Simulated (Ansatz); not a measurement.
## Br_i (8-fold void) in KBr (Fm-3m): charge-transition levels and formation energies

Charge states of Br_i (8-fold void) in KBr (Fm-3m), set against the band edges. Model: a cell of 54 host atoms with 1 Br put in.

Method: place-levels on HSE06 runs: charge-transition levels and formation energies with image-charge correction and potential alignment at the atomic sites; PAW set soft_1, in Ansatz 0.2.0.

In doubt: a hybrid run on one k-point (in some of the runs), which bears on gaps, levels and energies.

### Step 1. Starting point

The cell holds 55 atoms: 27 K and 28 Br. Cell: a = 13.895 Å, b = 13.895 Å, c = 13.895 Å, α = 60.0°, β = 60.0°, γ = 60.0°. It derives from KBr (space group Fm-3m). Nearest the centre at fractional (0.083, 0.750, 0.750): Br55 at 0.00 Å, Br54 at 2.84 Å, K17 at 2.84 Å, K13 at 2.84 Å, Br12 at 2.84 Å, Br16 at 2.84 Å, K5 at 2.84 Å, K35 at 2.84 Å.

Structure file:

```xyz
55
Lattice="0.0000 9.8249 9.8249 9.8249 0.0000 9.8249 9.8249 9.8249 0.0000" Properties=species:S:1:pos:R:3 pbc="T T T"
K     0.0000    0.0000    0.0000
Br    3.2750    3.2750    3.2750
K     3.2750    3.2750    0.0000
Br    6.5499    6.5499    3.2750
K     6.5499    6.5499    0.0000
Br    9.8249    9.8249    3.2750
K     3.2750    0.0000    3.2750
Br    6.5499    3.2750    6.5499
K     6.5499    3.2750    3.2750
Br    9.8249    6.5499    6.5499
K     9.8249    6.5499    3.2750
Br   13.0999    9.8249    6.5499
K     6.5499    0.0000    6.5499
Br    9.8249    3.2750    9.8249
K     9.8249    3.2750    6.5499
Br   13.0999    6.5499    9.8249
K    13.0999    6.5499    6.5499
Br   16.3748    9.8249    9.8249
K     0.0000    3.2750    3.2750
Br    3.2750    6.5499    6.5499
K     3.2750    6.5499    3.2750
Br    6.5499    9.8249    6.5499
K     6.5499    9.8249    3.2750
Br    9.8249   13.0999    6.5499
K     3.2750    3.2750    6.5499
Br    6.5499    6.5499    9.8249
K     6.5499    6.5499    6.5499
Br    9.8249    9.8249    9.8249
K     9.8249    9.8249    6.5499
Br   13.0999   13.0999    9.8249
K     6.5499    3.2750    9.8249
Br    9.8249    6.5499   13.0999
K     9.8249    6.5499    9.8249
Br   13.0999    9.8249   13.0999
K    13.0999    9.8249    9.8249
Br   16.3748   13.0999   13.0999
K     0.0000    6.5499    6.5499
Br    3.2750    9.8249    9.8249
K     3.2750    9.8249    6.5499
Br    6.5499   13.0999    9.8249
K     6.5499   13.0999    6.5499
Br    9.8249   16.3748    9.8249
K     3.2750    6.5499    9.8249
Br    6.5499    9.8249   13.0999
K     6.5499    9.8249    9.8249
Br    9.8249   13.0999   13.0999
K     9.8249   13.0999    9.8249
Br   13.0999   16.3748   13.0999
K     6.5499    6.5499   13.0999
Br    9.8249    9.8249   16.3748
K     9.8249    9.8249   13.0999
Br   13.0999   13.0999   16.3748
K    13.0999   13.0999   13.0999
Br   16.3748   16.3748   16.3748
Br   14.7373    8.1874    8.1874
```

The host's dielectric constants go in as inputs: 2.62 for the electrons alone, 5.31 with the ions, from a response run on this crystal (DFPT, PBEsol) at that run's own cell.

The cell's shortest repeat is 13.9 Å.

### Step 2. The runs of each charge state

Levels follow from differences of total energies between charge states, each relaxed by itself.

Each atom starts 0.05 Å or so off its site in a random direction: a symmetric start keeps its symmetry, and would miss off-centre moves and Jahn–Teller distortions. Forces are taken at one point at (¼, ¼, ¼). The cell holds 1 electron more than the neutral one, with a uniform background that keeps it neutral on the whole.

One state's input; the others differ in charge, spin, start and seed, and in occupations where the table says so.

File qm1.relax/input.yaml:

```yaml
crystal:
  lattice:
    - [0.0, 3.27496591, 3.27496591]
    - [3.27496591, 0.0, 3.27496591]
    - [3.27496591, 3.27496591, 0.0]
  atoms:
    - { symbol: K, position: [0.0, 0.0, 0.0] }
    - { symbol: Br, position: [0.5, 0.5, 0.5] }
  supercell: [3, 3, 3]
  defects: [{ interstitial: { symbol: Br, position: [0.083333, 0.75, 0.75] } }]
total_charge: -1
basis:
  ecutwfc: 420
  xc_grid: 2
hamiltonian:
  xc: pbesol
  pseudopotentials: { kind: paw, azcp: { folder: soft_1 }, xc_functional: pbe }
kpoints:
  mp_grid: { grid: [1, 1, 1], shift: [0.25, 0.25, 0.25] }
scf:
  occupations: { method: fixed }
  max_iter: 100
output:
  forces: true
  charged_corrections:
    epsilon: 2.62
    static_epsilon: 5.31
    defect_position: [0.083333, 0.75, 0.75]
relax:
  f_tol: 0.02
  max_steps: 60
  random_displacement: { amplitude: 0.05, seed: 1999 }
checkpoint:
  write: "../qm1.relax.run"
  compress: false
  write_wavefunctions: true
  write_every: 100000
```

On the command line:

```console
ansatz run input.yaml --threads 4 --pin off --max-ram 14131MiB --backend cpu --events-out ev --progress --plain --runs-dir out
```

Exact exchange opens the gap and lessens the self-interaction that spreads bound carriers; this run is a single point that starts from the saved hybrid relaxation.

The run of this state that the levels use, under HSE06:

File qm1.hybq/input.yaml:

```yaml
crystal:
  checkpoint: "../qm1.hrelax.run"
  host: checkpoint
total_charge: -1
basis:
  ecutwfc: 420
  xc_grid: 2
hamiltonian:
  xc: hse06
  pseudopotentials: { kind: paw, azcp: { folder: soft_1 } }
kpoints:
  mp_grid: { grid: [1, 1, 1], shift: [0.25, 0.25, 0.25] }
scf:
  occupations: { method: fermi_dirac, width: 0.01 }
  max_iter: 100
output:
  forces: true
  charged_corrections:
    epsilon: 2.62
    static_epsilon: 5.31
    defect_position: [0.083333, 0.75, 0.75]
  eigenvalues: true
  eigenstates: { localisation: true }
  populations: true
checkpoint:
  read: "../qm1.hrelax.run"
  write: "../qm1.hybq.run"
  compress: false
  write_wavefunctions: false
  write_every: 100000
```

Relaxations under PBEsol at one point at (¼, ¼, ¼); times on 4 threads of Arm Neoverse V2, shared host:

```csv
charge,moment (μB),occupations,outcome,steps,largest displacement against the far atoms (Å),time
−1,0,fixed,converged,6,0.58,89 s
0,1,fixed,not converged,-,-,4.6 min
0,1,fermi-dirac,converged,13,1.74,9.9 min
+1,0,fixed,not converged,-,-,1.8 min
+1,0,fermi-dirac,converged,13,1.64,5.3 min
```

Relaxations under HSE06 at the zone centre alone; times on 4 threads of Arm Neoverse V2, shared host:

```csv
charge,moment (μB),occupations,outcome,steps,largest displacement against the far atoms (Å),time
−1,0,fixed,converged,1,0.58,2.6 min
0,1,fermi-dirac,converged,3,1.76,13 min
+1,0,fermi-dirac,converged,2,1.64,4.5 min
```

Single points under HSE06 at one point at (¼, ¼, ¼); times on 4 threads of Arm Neoverse V2, shared host:

```csv
charge,moment (μB),occupations,outcome,time
−1,0,fermi-dirac,converged,8 min
0,1,fermi-dirac,converged,17 min
+1,0,fermi-dirac,converged,8 min
```

Distances (Å) from Br55 to the nearest atoms after relaxation with HSE06:

```csv
charge,moment (μB),1.,2.,3.,4.,5.,6.
−1,0,K 2.95,K 2.95,K 2.95,K 2.95,Br 3.41,Br 3.41
0,1,Br 2.78,K 2.96,K 2.96,Br 3.19,K 3.50,K 3.50
+1,0,Br 2.51,Br 2.52,K 3.02,K 3.02,Br 3.99,Br 3.99
```

### Step 3. place-levels, HSE06

A charged cell interacts with its images and the background, and its potential has another zero than the host's. place-levels removes the first by a point-charge model, screened by the static dielectric constant since the ions have relaxed around the charge, and the second by comparing potentials at atoms far from the defect.

The host is a run of the defect-free crystal in the same cutoffs, grids and k-points, so that basis and sampling errors cancel in part in the differences. The host is run in a cell of 2 atoms on a matching mesh. Its band edges are searched through the zone by a band path, so the gap is smaller than, or equal to, that on the mesh. Chemical potentials are energies per atom of Br (solid Br2 (Cmce)), run with the same functional and cutoff.

File levels.hybq.yaml:

```yaml
host:
  run: host.hybq.run
states: [qm1.hybq.run, q0_M1.hybq.run, qp1.hybq.run]
geometry_from:
  qm1.hybq.run: qm1.hrelax.run
  q0_M1.hybq.run: q0_M1.hrelax.run
  qp1.hybq.run: qp1.hrelax.run
chemical_potentials:
  Br:
    energy: -2784.908707
    dataset: "<sha256 of the dataset>"
```

On the command line:

```console
ansatz place-levels levels.hybq.yaml -- --threads 4 --pin off --max-ram 14131MiB
```

Numbers of over 12 decimals in the logs are rounded to 6 here.

What it wrote:

```text
[... repeated set-up lines and file paths are left out, and long positions are rounded to six places ...]
(+1/0) 1.761 eV above the valence edge, 3.906 eV under the conduction edge
(0/-1) 2.547 eV above the valence edge, 3.120 eV under the conduction edge
formation energy of charge +1: -0.212 eV with the Fermi level at the valence edge
formation energy of charge 0: +1.549 eV with the Fermi level at the valence edge
formation energy of charge -1: +4.096 eV with the Fermi level at the valence edge
  edges by hse06, gap 5.667 eV; the host is sampled to repeats of 13.89 Å
  the defect's cells are sampled to repeats of 13.89 Å, like sampling
  charge +1: -119625.3626 eV with its correction of +0.461 eV, at epsilon 5.31, aligned at sites: +0.1449 eV, mean over 22 atomic sites at or beyond 6.95 Å from the defect at [0.0833, 0.7500, 0.7500], with +0.000000 for the charge's moments and without [...]
  charge 0: +0.000 eV for its dipole among its images, +0.000 omitted
  charge -1: -119620.3005 eV with its correction of +0.202 eV, at epsilon 5.31, aligned at sites: +0.1142 eV, mean over 22 atomic sites at or beyond 6.95 Å from the defect at [0.0833, 0.7500, 0.7500], with +0.000000 for the charge's moments and without [...]
  of the host: (host) hybrid's levels can ripple along a path where its exchange mesh is coarse, and an extremum then takes the crest, of which none of its warnings tells: converge the edges in the exchange mesh (kpoints.mp_grid)
  of states[2] (qp1.hybq.run): how wide its charge is, is not read beside other atoms or cores, and a band state would take no correction. [...]
  of states[1] (q0_M1.hybq.run): its displacements don't fall off away from the defect: farther atoms stand 0.092 Å off the host's places. [...]
  of states[0] (qm1.hybq.run): how wide its charge is, is not read beside other atoms or cores, and a band state would take no correction. [...]
```

Run time: 0.16 s. Hardware: 4 threads of Arm Neoverse V2, shared host.

Levels between the charges placed, in eV above the valence top:

```csv
,gap (eV),(+1/0),(0/−1)
HSE06,5.67,1.76,2.55
```

Corrections by state:

```csv
charge,moment (μB),image terms and alignment (eV),band filling (eV),ε used,"over the lowest of its charge, as the program ranks them, band filling apart (eV)"
+1,0.0,0.461,-,5.31,0.000
0,1.0,0.000,-,-,0.000
−1,0.0,0.202,-,5.31,0.000
```

From the program's caveats on the states, each cut to its opening words:

- charge +1, −1: how wide its charge is, is not read beside other atoms or cores, and a band state would take no correction
- charge +1: its displacements don't fall off away from the defect: farther atoms stand 0.077 Å off the host's places
- charge 0 (1 μB): its displacements don't fall off away from the defect: farther atoms stand 0.092 Å off the host's places
- charge 0 (1 μB): flagged: stability check not made
- charge −1: its alignment with the host at atomic sites is doubtful: the mean over the far sites moves by +0.0796 eV from their farther parts to their nearer, more than [...]
- charge −1: its displacements don't fall off away from the defect: farther atoms stand 0.057 Å off the host's places

Chemical potentials of the elements' reference phases, run alike. Formation energies (elemental references), with the Fermi level at the valence top and at the conduction bottom (gap 5.67 eV):

```csv
charge,at valence top (eV),at conduction bottom (eV),correction included (eV)
+1,-0.21,5.45,0.46
0,1.55,1.55,0.00
−1,4.10,-1.57,0.20
```

```json
{"Fermi level (eV)": "0.00", "lowest formation energy (eV)": "-0.21"}
{"Fermi level (eV)": "0.51", "lowest formation energy (eV)": "0.30"}
{"Fermi level (eV)": "1.03", "lowest formation energy (eV)": "0.82"}
{"Fermi level (eV)": "1.54", "lowest formation energy (eV)": "1.33"}
{"Fermi level (eV)": "2.06", "lowest formation energy (eV)": "1.55"}
{"Fermi level (eV)": "2.57", "lowest formation energy (eV)": "1.52"}
{"Fermi level (eV)": "3.09", "lowest formation energy (eV)": "1.00"}
{"Fermi level (eV)": "3.61", "lowest formation energy (eV)": "0.49"}
{"Fermi level (eV)": "4.12", "lowest formation energy (eV)": "-0.03"}
{"Fermi level (eV)": "4.64", "lowest formation energy (eV)": "-0.54"}
{"Fermi level (eV)": "5.15", "lowest formation energy (eV)": "-1.06"}
{"Fermi level (eV)": "5.67", "lowest formation energy (eV)": "-1.57"}
```

Transition levels lie at 1.76 eV (+1/0) and 2.55 eV (0/−1) above the valence top. The formation energy turns negative for some Fermi levels (elemental references), which would push the Fermi level away from there.

### Step 4. What came out

```yaml
gap_of_the_host: 5.67 eV (HSE06)
level_plus_1_over_0: 1.76 eV above the valence top
level_0_minus_1: 2.55 eV above the valence top
lowest_of_the_charges_placed_just_above_the_valence_top_0p02_ev: +1
lowest_of_the_charges_placed_just_below_the_conduction_bottom_0p02_ev: −1
lowest_formation_energy_at_mid_gap_of_the_charges_run_elemental_references: 1.26 eV
```

In words: Of the charges placed (−1, 0 and +1), the lowest changes at 1.76 eV (+1/0) and 2.55 eV (0/−1) above the valence top, in a gap of 5.67 eV. Charges above +1 and below −1 were not placed, so these runs say nothing of levels that involve them. States placed: +1 at 0 μB; 0 at 1 μB; −1 at 0 μB. Other spin states or structures, where not listed, weren't placed. At charge 0 and +1 the atom put in ends up to 1.7 Å from its starting place, so the name tells the start alone and the levels can join different sites. The program doubts the alignment of potentials for at least one state, a sign that the cell is small. Limits: one k-point off the zone centre stands for the whole zone.

[Logs are printed without paths, hosts, clocks, repeated set-up lines and the standing remarks that a program may print on its own settings, such as how far it seeks lower states.]

[Hosts, paths, dates, database ids (printed as entryN), source tags and the programs' standing remarks are cut or masked in the printed files.]

[Where a table of states has a column of steps, it counts the stored structures, which are thinned; the runs took as many ionic steps or more.]

[A defect's name tells the site on which it was built; relaxed atoms can leave that site.]

[For some hosts the program warned that the k-mesh of the response run may be too coarse for force constants and the static dielectric constant; such warnings are not shown here.]
